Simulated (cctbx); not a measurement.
# Diagnosing a refinement

Cell a = 4.3570 Å, b = 4.3570 Å, c = 5.3930 Å, α = 90.00°, β = 90.00°, γ = 120.00°; space group R-3m (no. 166). The compound is LiTi.

The data are simulated with cctbx, not measured: Mo Kα, λ = 0.71073 Å, to d = 0.75 Å, 70 % of the full sphere, strongest reflection 70000 counts, noise from counting, a 4 % proportional error and a noise floor of 4 counts (s.d.); no absorption.

An anisotropic refinement with weights 1/σ² prints:

```text
Rint 0.031, 32 unique reflections to 0.75 A
cycle     R1     wR2    GooF  max shift (A)
   1  0.0135  0.0317   1.810   0.00000
   2  0.0098  0.0228   1.303   0.00000
final R1 0.0098 wR2 0.0228 GooF 1.303  parameters 4  data/parameter 8.0
atom        x        y        z      Ueq    occ   su(xyz)  su(Uiso or U11)
Ti1    0.00000  0.00000  0.00000   0.0108  1.000  0.00000  0.0003
Li1    0.33333  0.66667  0.16667   0.0341  1.000  0.00000  0.0026
difference map: max 0.25 min -0.14 rms 0.06
Q1    0.0000  0.0000  0.3037    6    0.25  1.06 A from Li1
Q2    0.0000  0.5000  0.0000    9    0.15  1.55 A from Li1
Q3    0.9771  0.4885  0.1899   18    0.09  1.35 A from Li1
Q4    0.0000  0.2500  0.4000   36    0.08  1.22 A from Li1
Q5    0.1013  0.5506  0.4558   18    0.05  1.44 A from Ti1
Q6    0.0000  0.0000  0.1167    6    0.04  0.63 A from Ti1
```

Q: Accept it or mend it, and why?

It can stand. The set-up had a fault (anomalous dispersion left out), but the figures of merit move little: R1 = 0.0098, wR2 = 0.0228, GooF = 1.30 against R1 = 0.0095, wR2 = 0.0222, GooF = 1.27 for the right model.

The compound is LiTi. The right model at the same level gives:

```text
Rint 0.031, 32 unique reflections to 0.75 A
cycle     R1     wR2    GooF  max shift (A)
   1  0.0110  0.0286   1.634   0.00000
   2  0.0095  0.0222   1.267   0.00000
final R1 0.0095 wR2 0.0222 GooF 1.267  parameters 4  data/parameter 8.0
atom        x        y        z      Ueq    occ   su(xyz)  su(Uiso or U11)
Ti1    0.00000  0.00000  0.00000   0.0114  1.000  0.00000  0.0003
Li1    0.33333  0.66667  0.16667   0.0332  1.000  0.00000  0.0025
difference map: max 0.25 min -0.13 rms 0.05
Q1    0.0000  0.0000  0.3037    6    0.25  1.06 A from Li1
Q2    0.0000  0.5000  0.0000    9    0.15  1.55 A from Li1
Q3    0.9605  0.4802  0.1844   18    0.09  1.37 A from Ti1
Q4    0.0000  0.2500  0.4000   36    0.08  1.22 A from Li1
Q5    0.0000  0.0000  0.1173    6    0.06  0.63 A from Ti1
Q6    0.0982  0.5491  0.4529   18    0.04  1.45 A from Ti1
```

The model was made for the exercise: a known structure type with other elements put in, its volume estimated, not relaxed; displacement parameters are assumed.

[Middle refinement cycles are left out of these outputs.]

[Logs are printed without paths, hosts, clocks, repeated set-up lines and the standing remarks that a program may print on its own settings, such as how far it seeks lower states.]
